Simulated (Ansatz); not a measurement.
# Does disorder add resistance in series? Cu(111) layers displaced at 180 K

Two lengths of the disordered region are known. What area resistance does the third give?

Set-up. Ansatz 0.2.0, plane waves with PAW datasets at their recommended cutoffs (420 eV for most), Fermi-Dirac smearing; ballistic transmission by layer matching. The area resistance is RA = A (h/2e²)(1/T − 1/N), with T the zone-mean transmission per spin and N the lead's channels, both averaged over a few energies near the Fermi level; for magnets each spin is taken apart, with h/e², and the two conduct in parallel. Lateral cell 2x2, PBE, a fresh random draw for each length. Atoms are displaced independently, by 0.0620 Å r.m.s. per direction; each RA is scaled by the nominal over the drawn mean square displacement.

The runs, with one result withheld:

```tsv
length (Å)	channels N	RA (fΩ m²)
8.35	3.210	0.0184
16.7	3.210	0.0343
25.0	3.210	?
```

Worked fit:

Ohm's law makes RA linear in the length: the slope is (0.0343 − 0.0184)/(16.7 − 8.35) = 1.91×10⁻³ fΩ m² per Å, or 1.9 µΩ cm. Then 0.0343 + 1.91×10⁻³ × 8.35. Predicted: 0.0502 fΩ m².

**The withheld run.**

0.0621 fΩ m², so the prediction is 19 % too low. The three lengths together give 2.6 µΩ cm. Single draws scatter; these runs don't part the causes of the miss, and leave the question open.

**Limits.** The scatterers repeat sideways with the small cell. The slope is a raw one; a model of isotropic scattering puts it 1.22 times the bulk value over these lengths.

[Logs are printed without paths, hosts, clocks, repeated set-up lines and the standing remarks that a program may print on its own settings, such as how far it seeks lower states.]
